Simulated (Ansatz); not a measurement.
**How fast states decay through TlAsF4**

A new crystal, TlAsF4: structure, gap and complex bands. It is built by putting As for Bi in the TlBiF4 structure of space group P4/mmm, with the volume rescaled by atomic radii. The parent structure comes from the Materials Project.

Calculated with Ansatz 0.2.0; r2SCAN DFT, plane waves, PAW files, in the first sound run; inputs show where later runs differ.

The structure was built from a prototype and need not be the compound's stable phase.

## (1) Set-up

Symmetry: P4/mmm, No. 123, tetragonal system. Conventional cell: a = 3.820 Å, b = 3.820 Å, c = 6.354 Å, α = 90.00°, β = 90.00°, γ = 90.00°. Tl has 8 F at 2.71 Å nearest. Nearest to As lie 8 F at 2.29 Å. F has 2 As at 2.29 Å nearest. It derives from TlBiF4. As for Bi in the TlBiF4 structure of space group P4/mmm. Farther neighbours and most contacts between anions are not listed.

## (2) Relaxing the new crystal

The substituted atoms don't fit the parent's cell, so cell and atoms relax together. A small smearing keeps the run stable in case the gap closes on the way.

input.yaml

```yaml
crystal:
  lattice:
    - [3.8203198308, 0.0, 0.0]
    - [0.0, 3.8203198308, 0.0]
    - [0.0, 0.0, 6.3544726586]
  atoms:
    - { symbol: Tl, position: [0.0, 0.0, 0.0] }
    - { symbol: As, position: [0.5, 0.5, 0.5] }
    - { symbol: F, position: [0.5, 0.0, 0.69755014] }
    - { symbol: F, position: [0.0, 0.5, 0.30244986] }
    - { symbol: F, position: [0.5, 0.0, 0.30244986] }
    - { symbol: F, position: [0.0, 0.5, 0.69755014] }
kpoints:
  mp_grid: { grid: [6, 6, 4] }
scf:
  occupations: { method: gaussian, width: 0.03 }
hamiltonian:
  xc: r2scan
output:
  forces: true
  stress: true
relax:
  f_tol: 0.02
  max_steps: 60
  cell: {}
```

Run with:

```sh
ansatz run input.yaml --threads 2 --pin off --max-ram 4096MiB --backend cpu --events-out ev --progress --plain --runs-dir out
```

Numbers of over 12 decimals in the logs are rounded to 6 here.

Output:

```text
Engine: ansatz 0.2.0, aarch64-unknown-linux-gnu
Pseudopotentials: kind: paw
Pseudopotential: Tl, paw, valence charge 13, recommended cutoff 500 eV (meta_gga), Tl.paw.azcp
Pseudopotential: As, paw, valence charge 15, recommended cutoff 500 eV (meta_gga), As.paw.azcp
Pseudopotential: F, paw, valence charge 7, recommended cutoff 500 eV (meta_gga), F.paw.azcp
Functional definition: r2SCAN
  parameter k0 = 0.174
  parameter k1 = 0.065
  parameter a1 = 4.9479
  exchange = r2scan_x(k0 = k0, k1 = k1, a1 = a1)
  correlation = r2scan_c
Crystal: 6 atoms, lattice volume = 92.743 Å³
Basis set: ecut = 500 eV, 2327 PW (Γ), exchange–correlation on 120×120×192 points (64 copies of the dense FFT grid, shifted against one another)
Bands: 34, of which v1, the nominal top of the filled ones, is band 28 counted from 1 (27 counted from 0)
Symmetry: 16 space group operations
Space group: P4/mmm (ITA 123), of the structure as read, at distance tolerance 4.5e-5 Å
k-points: 30 of 144
Non-local potential: Tl, projectors of the file, l = 0: 2, l = 1: 2, l = 2: 2, l = 3: 1
Non-local potential: As, projectors of the file, l = 0: 2, l = 1: 2, l = 2: 3, l = 3: 1
Non-local potential: F, projectors of the file, l = 0: 2, l = 1: 2, l = 2: 1
PAW form: soft (Blöchl's): semilocal exchange-correlation on the pseudo side does not see the compensation charge
PAW frozen core: Tl, regenerated for the run's functional (the file was generated under x = pbe(κ = 0.804, μ = 0.219515), c = pbe(β = 0.066725))
PAW frozen core: As, regenerated for the run's functional (the file was generated under x = pbe(κ = 0.804, μ = 0.219515), c = pbe(β = 0.066725))
PAW frozen core: F, regenerated for the run's functional (the file was generated under x = pbe(κ = 0.804, μ = 0.219515), c = pbe(β = 0.066725))
PAW one-centre angular grid: Tl, 590 points (default); XC on 160 Gauss nodes
PAW one-centre angular grid: As, 590 points (default); XC on 160 Gauss nodes
PAW one-centre angular grid: F, 302 points (default); XC on 160 Gauss nodes
Initial density: superposition of atomic densities (neutral atoms: chi_scale 0, normalization atom), corrected by the library's trained network
Initial wavefunctions: pseudopotential atomic-orbital guess
Functional: x = r2scan, c = r2scan; τ floored in thin density (d = 2e-4 eV/Å³)
SCF iter   1: F=—  HF=-19561.339072 eV  |F-HF|=—  |Δ(HF+E_count)|=         —  Δρ=1.21e-2  dr2=1.63e-1  dr2_τ=1.18e-1  ethr=1.77e-3  ⟨swp⟩=6.4  Hψ=4361  notcnv=0
preconditioner: auto → Resta (q_TF=auto, 2.508 Å⁻¹)  ε∞=4.4  [insulator: Δε(μ)=1.830 eV  Ē_g=14.262 eV  σ=0.030 eV  W_gap=1.00  n_scr=20 (ndim 8)  ℏωp=26.2 eV  f_vac=0.121  D(μ)=0.00/eV (n_scr^D=0)  ε∞_Penn≈4.4]
SCF iter   2: F=—  HF=-19561.358346 eV  |F-HF|=—  |Δ(HF+E_count)|=   1.93e-2  Δρ=5.18e-3  dr2=1.45e-2  dr2_τ=2.79e-3  ethr=2.92e-4  ⟨swp⟩=2.5  Hψ=1863  notcnv=0  defer=48
SCF iter   3: F=—  HF=-19561.355890 eV  |F-HF|=—  |Δ(HF+E_count)|=   2.46e-3  Δρ=2.00e-3  dr2=4.14e-3  dr2_τ=2.55e-4  ethr=2.58e-5  ⟨swp⟩=2.1  Hψ=1682  notcnv=0  defer=18
automatic band count: iteration 3 solves 33 bands in place of 34: the levels show a gap, and the empty bands left out lie too high to hold charge; the band table lists the bands solved (type scf.n_extra_bands for more)
SCF iter   4: F=—  HF=-19561.355032 eV  |F-HF|=—  |Δ(HF+E_count)|=   8.58e-4  Δρ=4.93e-4  dr2=2.07e-4  dr2_τ=1.67e-5  ethr=7.39e-6  ⟨swp⟩=2.0  Hψ=1644  notcnv=0  defer=18
SCF iter   5: F=—  HF=-19561.355054 eV  |F-HF|=—  |Δ(HF+E_count)|=   2.17e-5  Δρ=1.30e-4  dr2=2.66e-5  dr2_τ=7.45e-7  ethr=3.70e-7  ⟨swp⟩=2.0  Hψ=1735  notcnv=0  defer=18
SCF iter   6: F=—  HF=-19561.355062 eV  |F-HF|=—  |Δ(HF+E_count)|=   8.23e-6  Δρ=5.12e-5  dr2=2.89e-6  dr2_τ=2.18e-7  ethr=4.75e-8  ⟨swp⟩=2.0  Hψ=1801  notcnv=0  defer=18
SCF iter   7: F=—  HF=-19561.355062 eV  |F-HF|=—  |Δ(HF+E_count)|=   3.83e-7  Δρ=1.79e-5  dr2=2.95e-7  dr2_τ=2.01e-8  ethr=5.15e-9  ⟨swp⟩=2.0  Hψ=1808  notcnv=0  defer=18
SCF iter   8: F=-19561.355063 eV  HF=-19561.355063 eV  |F-HF|=4.76e-9  |Δ(HF+E_count)|=   1.86e-7  Δρ=3.14e-6  dr2=1.10e-8  dr2_τ=8.41e-10  ethr=1.79e-10  ⟨swp⟩=4.1  Hψ=3357  notcnv=0
SCF 1 converged in 8 iterations: F = -19561.355063 eV  dr2 = 1.10e-8
  greatest PAW one-centre occupation: 0.999 electrons in one spin orbital (limit 2), on the As atom at site 1 (counted from 0), in its partial waves of l = 2
relax step   1: F+E_penalty+E_count = -19561.35506265 eV  Δ(F+E_penalty+E_count) = +0.000e0 eV  max|allowed force component| = 7.767e-1 eV/Å  Δτ_max = 0.0000 Å  P = -3.459 GPa  Ω = 92.743 Å³  (8 SCF iters, dr2 threshold 1.00e-7 eV, accepted)
Crystal: 6 atoms, lattice volume = 93.199 Å³
Basis set: ecut = 500 eV, 2393 PW (Γ), exchange–correlation on 120×120×192 points (64 copies of the dense FFT grid, shifted against one another)
Initial density: handed on by an earlier stage of this run
Initial wavefunctions: those handed on with the density
iter 1 solved again at ethr=2.04e-4 eV; its pass at ethr=3.10e-3 eV (dr2=1.14e-1 eV) is discarded
SCF iter   1: F=—  HF=-19560.991595 eV  |F-HF|=—  |Δ(HF+E_count)|=         —  Δρ=1.89e-2  dr2=1.15e-1  dr2_τ=3.81e0  ethr=2.04e-4  ⟨swp⟩=1.0  Hψ=5063  notcnv=0
automatic band count: iteration 1 solves 32 bands in place of 34: the levels show a gap, and the empty bands left out lie too high to hold charge; the band table lists the bands solved (type scf.n_extra_bands for more)
preconditioner: auto → Resta (q_TF=auto, 2.506 Å⁻¹)  ε∞=4.9  [insulator: Δε(μ)=2.881 eV  Ē_g=13.170 eV  σ=0.030 eV  W_gap=1.00  n_scr=20 (ndim 8)  ℏωp=26.1 eV  f_vac=0.120  D(μ)=0.00/eV (n_scr^D=0)  ε∞_Penn≈4.9]
SCF iter   2: F=—  HF=-19561.571420 eV  |F-HF|=—  |Δ(HF+E_count)|=   5.80e-1  Δρ=8.22e-3  dr2=2.75e-2  dr2_τ=3.83e-3  ethr=2.04e-4  ⟨swp⟩=3.0  Hψ=1886  notcnv=0
SCF iter   3: F=—  HF=-19561.568578 eV  |F-HF|=—  |Δ(HF+E_count)|=   2.84e-3  Δρ=3.25e-3  dr2=5.24e-3  dr2_τ=7.05e-4  ethr=4.90e-5  ⟨swp⟩=2.0  Hψ=1557  notcnv=0
SCF iter   4: F=—  HF=-19561.568358 eV  |F-HF|=—  |Δ(HF+E_count)|=   2.20e-4  Δρ=8.07e-4  dr2=4.68e-4  dr2_τ=6.51e-5  ethr=9.35e-6  ⟨swp⟩=2.0  Hψ=1458  notcnv=0
SCF iter   5: F=—  HF=-19561.568358 eV  |F-HF|=—  |Δ(HF+E_count)|=   1.34e-7  Δρ=2.29e-4  dr2=6.59e-5  dr2_τ=2.55e-6  ethr=8.35e-7  ⟨swp⟩=2.3  Hψ=1614  notcnv=0
SCF iter   6: F=—  HF=-19561.568370 eV  |F-HF|=—  |Δ(HF+E_count)|=   1.21e-5  Δρ=8.46e-5  dr2=9.98e-6  dr2_τ=3.73e-7  ethr=1.18e-7  ⟨swp⟩=2.0  Hψ=1800  notcnv=0
SCF iter   7: F=—  HF=-19561.568367 eV  |F-HF|=—  |Δ(HF+E_count)|=   3.02e-6  Δρ=3.67e-5  dr2=1.72e-6  dr2_τ=4.90e-8  ethr=1.78e-8  ⟨swp⟩=2.0  Hψ=1789  notcnv=0
SCF iter   8: F=-19561.568368 eV  HF=-19561.568368 eV  |F-HF|=2.72e-9  |Δ(HF+E_count)|=   5.93e-7  Δρ=7.46e-6  dr2=1.24e-7  dr2_τ=2.26e-9  ethr=1.07e-9  ⟨swp⟩=4.0  Hψ=3357  notcnv=0
SCF 2 converged in 8 iterations: F = -19561.568368 eV  dr2 = 1.24e-7
  greatest PAW one-centre occupation: 1.000 electrons in one spin orbital (limit 2), on the As atom at site 1 (counted from 0), in its partial waves of l = 2
relax step   2: F+E_penalty+E_count = -19561.56836758 eV  Δ(F+E_penalty+E_count) = -2.133e-1 eV  max|allowed force component| = 3.184e-1 eV/Å  Δτ_max = 0.1212 Å  P = -1.694 GPa  Ω = 93.199 Å³  energy of the carried Pulay correction = -2.812e-4 eV  (8 SCF iters, dr2 threshold 6.00e-7 eV, accepted)
Crystal: 6 atoms, lattice volume = 89.840 Å³
Basis set: ecut = 500 eV, 2297 PW (Γ), exchange–correlation on 120×120×192 points (64 copies of the dense FFT grid, shifted against one another)
iter 1 solved again at ethr=4.62e-5 eV; its pass at ethr=3.10e-3 eV (dr2=2.59e-2 eV) is discarded
SCF iter   1: F=—  HF=-19561.633671 eV  |F-HF|=—  |Δ(HF+E_count)|=         —  Δρ=6.14e-3  dr2=2.64e-2  dr2_τ=3.22e-1  ethr=4.62e-5  ⟨swp⟩=1.0  Hψ=4549  notcnv=0
automatic band count: iteration 1 solves 32 bands in place of 34: the levels show a gap, and the empty bands left out lie too high to hold charge; the band table lists the bands solved (type scf.n_extra_bands for more)
preconditioner: auto → Resta (q_TF=auto, 2.522 Å⁻¹)  ε∞=4.9  [insulator: Δε(μ)=3.037 eV  Ē_g=13.378 eV  σ=0.030 eV  W_gap=1.00  n_scr=20 (ndim 8)  ℏωp=26.6 eV  f_vac=0.111  D(μ)=0.00/eV (n_scr^D=0)  ε∞_Penn≈4.9]
SCF iter   2: F=—  HF=-19561.615290 eV  |F-HF|=—  |Δ(HF+E_count)|=   1.84e-2  Δρ=2.72e-3  dr2=5.15e-3  dr2_τ=5.12e-4  ethr=4.62e-5  ⟨swp⟩=3.0  Hψ=1826  notcnv=0
SCF iter   3: F=—  HF=-19561.614399 eV  |F-HF|=—  |Δ(HF+E_count)|=   8.91e-4  Δρ=1.13e-3  dr2=1.75e-3  dr2_τ=7.55e-5  ethr=9.19e-6  ⟨swp⟩=2.8  Hψ=1723  notcnv=0
SCF iter   4: F=—  HF=-19561.613885 eV  |F-HF|=—  |Δ(HF+E_count)|=   5.14e-4  Δρ=3.21e-4  dr2=2.05e-4  dr2_τ=6.91e-6  ethr=3.13e-6  ⟨swp⟩=2.7  Hψ=1723  notcnv=0
SCF iter   5: F=—  HF=-19561.613853 eV  |F-HF|=—  |Δ(HF+E_count)|=   3.16e-5  Δρ=1.32e-4  dr2=1.20e-5  dr2_τ=8.56e-7  ethr=3.66e-7  ⟨swp⟩=2.0  Hψ=1828  notcnv=0
SCF iter   6: F=—  HF=-19561.613852 eV  |F-HF|=—  |Δ(HF+E_count)|=   1.15e-6  Δρ=5.45e-5  dr2=2.00e-6  dr2_τ=1.50e-7  ethr=2.15e-8  ⟨swp⟩=2.0  Hψ=1808  notcnv=0
SCF iter   7: F=-19561.613854 eV  HF=-19561.613853 eV  |F-HF|=1.70e-7  |Δ(HF+E_count)|=   1.30e-6  Δρ=1.60e-5  dr2=2.84e-7  dr2_τ=9.95e-9  ethr=1.07e-9  ⟨swp⟩=4.0  Hψ=3458  notcnv=0
SCF 3 converged in 7 iterations: F = -19561.613854 eV  dr2 = 2.84e-7
relax step   3: F+E_penalty+E_count = -19561.61385359 eV  Δ(F+E_penalty+E_count) = -4.549e-2 eV  max|allowed force component| = 1.829e-2 eV/Å  Δτ_max = 0.0329 Å  P = +0.262 GPa  Ω = 89.840 Å³  energy of the carried Pulay correction = +1.842e-3 eV  (7 SCF iters, dr2 threshold 6.00e-7 eV, accepted)
[...]
relax step   4: F+E_penalty+E_count = -19561.61390297 eV  Δ(F+E_penalty+E_count) = -4.938e-5 eV  max|allowed force component| = 3.222e-3 eV/Å  Δτ_max = 0.0006 Å  P = -0.032 GPa  Ω = 90.119 Å³  energy of the carried Pulay correction = +1.661e-3 eV  (5 SCF iters, dr2 threshold 3.21e-7 eV, accepted)
Basis set: ecut = 500 eV, 2313 PW (Γ), exchange–correlation on 108×108×200 points (64 copies of the dense FFT grid, shifted against one another)
Initial wavefunctions: pseudopotential atomic-orbital guess (no wavefunctions were taken with the density)
iter 1 solved again at ethr=8.93e-8 eV; its pass at ethr=3.10e-3 eV (dr2=5.00e-5 eV) is discarded
SCF iter   1: F=—  HF=-19561.611512 eV  |F-HF|=—  |Δ(HF+E_count)|=         —  Δρ=2.68e-4  dr2=5.36e-6  dr2_τ=2.82e-5  ethr=8.93e-8  ⟨swp⟩=3.0  Hψ=6612  notcnv=0
preconditioner: auto → Resta (q_TF=auto, 2.520 Å⁻¹)  ε∞=4.4  [insulator: Δε(μ)=2.913 eV  Ē_g=14.397 eV  σ=0.030 eV  W_gap=1.00  n_scr=20 (ndim 8)  ℏωp=26.5 eV  f_vac=0.113  D(μ)=0.00/eV (n_scr^D=0)  ε∞_Penn≈4.4]
SCF iter   2: F=—  HF=-19561.611546 eV  |F-HF|=—  |Δ(HF+E_count)|=   3.39e-5  Δρ=1.36e-4  dr2=1.47e-6  dr2_τ=5.81e-6  ethr=9.57e-9  ⟨swp⟩=2.0  Hψ=1494  notcnv=0
SCF iter   3: F=—  HF=-19561.611540 eV  |F-HF|=—  |Δ(HF+E_count)|=   6.04e-6  Δρ=2.05e-5  dr2=1.97e-7  dr2_τ=4.00e-8  ethr=2.63e-9  ⟨swp⟩=2.0  Hψ=1710  notcnv=0
SCF iter   4: F=—  HF=-19561.611540 eV  |F-HF|=—  |Δ(HF+E_count)|=   3.43e-8  Δρ=4.34e-6  dr2=5.85e-9  dr2_τ=2.04e-9  ethr=3.52e-10  ⟨swp⟩=2.0  Hψ=1855  notcnv=0
SCF iter   5: F=—  HF=-19561.611540 eV  |F-HF|=—  |Δ(HF+E_count)|=   1.27e-8  Δρ=1.35e-6  dr2=9.95e-10  dr2_τ=1.32e-10  ethr=1.04e-11  ⟨swp⟩=2.0  Hψ=1710  notcnv=0
SCF iter   6: F=—  HF=-19561.611540 eV  |F-HF|=—  |Δ(HF+E_count)|=  5.89e-10  Δρ=4.04e-7  dr2=9.53e-11  dr2_τ=1.08e-11  ethr=1.78e-12  ⟨swp⟩=2.0  Hψ=1860  notcnv=0
SCF iter   7: F=-19561.611540 eV  HF=-19561.611540 eV  |F-HF|=0.00e0  |Δ(HF+E_count)|=  1.13e-10  Δρ=1.33e-7  dr2=1.28e-11  dr2_τ=2.20e-12  ethr=1.00e-12  ⟨swp⟩=4.0  Hψ=3639  notcnv=0
SCF 5 converged in 7 iterations: F = -19561.611540 eV  dr2 = 1.28e-11
relax step   5: F+E_penalty+E_count = -19561.61153993 eV  Δ(F+E_penalty+E_count) = +2.363e-3 eV  max|allowed force component| = 3.180e-3 eV/Å  Δτ_max = 0.0000 Å  P = -0.030 GPa  Ω = 90.119 Å³  stress off target by 2.98e-2 GPa  SCF on the basis re-selected at this cell (its energy is not comparable with the rows above)  (7 SCF iters)
basis re-selected at this cell: Δ(F+E_penalty+E_count) = +2.363e-3 eV, ΔP = +0.003 GPa vs the last step (what re-selecting the basis moved, of the pressure what is left beyond the Pulay correction that the steps carried, after the strain that the cell walked since its last selection, with what the two solves' SCF thresholds leave and, on support functions, any second-order correction that the steps lacked; it is no measure of the basis error at this ecutwfc). The dense FFT grid was sized anew with the basis: this SCF ran on 27×27×50 points, the steps before it on 30×30×48, so part of this shift can come from that change (see relax.cell in the input reference). [rest of the remark cut]
SCF converged after 7 iterations
Free energy (F): -19561.611540 eV
Harris-Foulkes:  -19561.611540 eV  (|F-HF|=0.00e0)
Internal energy: -19561.611540 eV  (E = F + TS)
E sigma→0 (E₀):  -19561.611540 eV
Fermi energy:    6.287938 eV
--- Per-component energies (eV) ---
  E_band       = -462.923983
  E_kinetic    = 1262.068140
  E_local      = -5484.550499  (includes V_loc(G=0)·N_el)
  E_nonlocal   = -60.507450
  E_hartree    = 2400.879772
  E_xc         = -609.152692
  E_vxc        = -704.762539  (∫ρ·V_xc dr)
  E_paw        = -12845.373620  (= ΣΔE_a)
  E_vpaw       = -327.411346  (= ΣTr[D̂ρ^β])
  E_aug_tail   = 0.004238  (compensation charges beyond the density's cutoff)
  E_vtau       = 50.475868  (kinetic-family band-sum trace: ∫τ·v_τ [+ j·A + Jᵃ·Aᵃ] dr)
  E_ewald      = -4224.436215
  E_core_change = -0.543213  (= ΣΔE_core)
  E_smearing   = -0.000000  (= −TS)
  E_closure    = 0.000000  (closes the sum)
  Σ components = -19561.611540   (vs F -19561.611540, Δ=0.00e0)
--- Forces (eV/Å), atoms counted from 1 ---
  atom   1  Tl    -0.00000000    -0.00000000     0.00000000
  atom   2  As     0.00000000     0.00000000     0.00000000
  atom   3  F      0.00000000     0.00000000    -0.00318004
  atom   4  F      0.00000000     0.00000000     0.00318004
  atom   5  F     -0.00000000    -0.00000000     0.00318004
  atom   6  F     -0.00000000    -0.00000000    -0.00318004
  max |Σ_I F_I| component: 1.04e-17 eV/Å
--- Stress (GPa, compression-positive) ---
       -0.029753      -0.000000      -0.000000
       -0.000000      -0.029753       0.000000
       -0.000000       0.000000      -0.029709
  P = ⅓ Tr σ = -0.0297 GPa (-0.297 kbar)
--- Relaxed structure (4 steps of the walk, 4 accepted, 1 SCFs on fresh bases) ---
  F+E_penalty+E_count = -19561.61153993 eV   max|allowed force component| = 3.180e-3 eV/Å   (the final SCF, on the basis selected at the relaxed cell)
  cell:  # Å, volume = 90.1191 Å³
    - [3.684652, 0, 0]
    - [0, 3.684652, 0]
    - [0, 0, 6.637800]
  atoms:
    - { symbol: Tl, position: [0, 0, 0] }
    - { symbol: As, position: [0.5, 0.5, 0.5] }
    - { symbol: F, position: [0.5, 0, 0.683752] }
    - { symbol: F, position: [0, 0.5, 0.316248] }
    - { symbol: F, position: [0.5, 0, 0.316248] }
    - { symbol: F, position: [0, 0.5, 0.683752] }
```

Run time: 25 s. Hardware: 2 threads of Arm Neoverse V2, shared host; peak memory 0.61 GiB; 49 s of CPU time.

Relaxation path:

```tsv
step	energy less that of the first step (eV)	largest force component (eV/Å)	pressure (GPa)	volume (Å³)
1	0.0000	0.7767	-3.46	92.74
2	-0.2133	0.3184	-1.69	93.20
3	-0.2588	0.0183	0.26	89.84
4	-0.2588	0.0032	-0.03	90.12
5*	-0.2565	0.0032	-0.03	90.12
```

Relaxation steps marked * repeat the geometry before them on a plane-wave basis chosen anew for their cell, so energy and pressure can jump there.

The run keeps the 16 symmetry operations that it works with, so distortions that break them were not tested.

```tsv
conventional cell, symmetrised	before	after	change
a (Å)	3.820	3.685	-3.6 %
b (Å)	3.820	3.685	-3.6 %
c (Å)	6.354	6.638	+4.5 %
volume (Å³/atom)	15.46	15.02	-2.8 %
```

The atoms that moved most (Å, as changes of fractional coordinates times the final cell):

```tsv
atom	dx	dy	dz	length
F3	0.000	0.000	-0.092	0.092
F6	0.000	0.000	-0.092	0.092
F5	0.000	0.000	0.092	0.092
F4	0.000	0.000	0.092	0.092
```

The relaxed structure:

```cif
data_structure
_symmetry_space_group_name_H-M 'P 1'
_symmetry_Int_Tables_number 1
_cell_length_a 3.6847
_cell_length_b 3.6847
_cell_length_c 6.6378
_cell_angle_alpha 90.000
_cell_angle_beta 90.000
_cell_angle_gamma 90.000
_cell_volume 90.12
loop_
_atom_site_label
_atom_site_type_symbol
_atom_site_fract_x
_atom_site_fract_y
_atom_site_fract_z
_atom_site_occupancy
Tl1 Tl 0.00000 0.00000 0.00000 1
As2 As 0.50000 0.50000 0.50000 1
F3 F 0.50000 0.00000 0.68375 1
F4 F 0.00000 0.50000 0.31625 1
F5 F 0.50000 0.00000 0.31625 1
F6 F 0.00000 0.50000 0.68375 1
```

Numbers from this step:

* free energy: -19561.6115 eV
* Fermi energy: 6.288 eV
* pressure: -0.02974 GPa

The largest force component on a free atom ends at 0.0032 eV/Å.

## (3) The bulk crystal and its band edges

The energy window and the wavevectors of the next steps follow from the band edges, so these are searched first, off the mesh as well.

input.yaml

```yaml
crystal:
  lattice:
    - [3.684651958, 0.0, 0.0]
    - [0.0, 3.684651958, 0.0]
    - [0.0, 0.0, 6.6377995052]
  atoms:
    - { symbol: Tl, position: [0.0, 0.0, 0.0] }
    - { symbol: As, position: [0.5, 0.5, 0.5] }
    - { symbol: F, position: [0.5, 0.0, 0.6837515846] }
    - { symbol: F, position: [0.0, 0.5, 0.3162484154] }
    - { symbol: F, position: [0.5, 0.0, 0.3162484154] }
    - { symbol: F, position: [0.0, 0.5, 0.6837515846] }
kpoints:
  mp_grid: { grid: [6, 6, 4] }
  band_path: { path: [VBM, CBM], npoints: 30 }
scf:
  occupations: { method: fixed }
hamiltonian:
  xc: r2scan
output:
  eigenvalues: true
  write_potential: true
  write_density: true
  volumetric_format: npy
```

Output:

```text
[...]
Crystal: 6 atoms, lattice volume = 90.119 Å³
Basis set: ecut = 500 eV, 2313 PW (Γ), exchange–correlation on 108×108×200 points (64 copies of the dense FFT grid, shifted against one another)
Bands: 34, of which v1, the nominal top of the filled ones, is band 28 counted from 1 (27 counted from 0)
Symmetry: 16 space group operations
[...]
k-points: 30 of 144
[...]
SCF iter   1: F=—  HF=-19561.569881 eV  |F-HF|=—  |Δ(HF+E_count)|=         —  Δρ=1.08e-2  dr2=1.06e-1  dr2_τ=1.24e-1  ethr=1.77e-3  ⟨swp⟩=4.1  Hψ=3785  notcnv=0  defer=70
[...]
SCF iter   8: F=-19561.611540 eV  HF=-19561.611540 eV  |F-HF|=1.38e-9  |Δ(HF+E_count)|=   1.21e-7  Δρ=3.18e-6  dr2=8.80e-9  dr2_τ=6.24e-10  ethr=1.79e-10  ⟨swp⟩=8.4  Hψ=3568  notcnv=0
SCF 1 converged in 8 iterations: F = -19561.611540 eV  dr2 = 8.80e-9
[...]
NSCF: frozen V_eff on 40 k-points
[...]
SCF converged after 8 iterations
Free energy (F): -19561.611540 eV
[...]
Internal energy: -19561.611540 eV  (E = F + TS)
E sigma→0 (E₀):  -19561.611540 eV
Fermi energy:    4.831561 eV
[...]
--- Band table (eV; the first three rows and the last of 30) ---
  k-point 0: bands = [... 24 lower, 2.9870, 3.2123, 3.2123, 4.1701, 7.7444, 10.7783, 10.7783, 12.8142, ... 2 higher]
  k-point 1: bands = [... 24 lower, 3.0119, 3.1885, 3.1885, 4.0719, 7.9066, 10.8400, 10.8400, 12.3601, ... 2 higher]
  k-point 2: bands = [... 24 lower, 3.0359, 3.1601, 3.1601, 3.9602, 8.0841, 10.9039, 10.9039, 11.9640, ... 2 higher]
  k-point 29: bands = [... 24 lower, 3.5017, 3.7053, 4.5187, 4.8316, 10.0405, 10.0405, 10.1116, 10.1116, ... 2 higher]
```

It took 17 s on 2 threads; peak memory 0.52 GiB.

In the SCF lines HF is the Harris–Foulkes energy and dr2 the Hartree energy of the density residual, in eV; the loop may stop once dr2 is under the threshold and the program's other checks hold. Hψ counts applications of the Hamiltonian.

This step gave:

* Fermi energy: 4.832 eV
* gap on the k-mesh: 2.913 eV
* gap on path: 2.913 eV, by band count; negative where bands overlap
* direct gap on path: 3.574 eV
* edge places on path: 0, 1.295 1/A along the path

The electronic bands at the labelled points (eV, zero at the Fermi level (highest filled level under fixed occupations); v1 is the highest filled band, c1 the lowest empty one):

```tsv
point	v4	v3	v2	v1	c1	c2	c3	c4
VBM	-1.33	-1.13	-0.31	0.00	5.21	5.21	5.28	5.28
halfway	-1.72	-1.47	-1.03	-0.26	4.94	5.15	5.85	6.56
CBM	-1.84	-1.62	-1.62	-0.66	2.91	5.95	5.95	7.98
```

The searched edges give 2.91 eV, as on the mesh.

[end of part 1 of 2]

[Logs are printed without paths, hosts, clocks, repeated set-up lines and the standing remarks that a program may print on its own settings, such as how far it seeks lower states.]

[Hosts, paths, dates, database ids (printed as entryN), source tags and the programs' standing remarks are cut or masked in the printed files.]
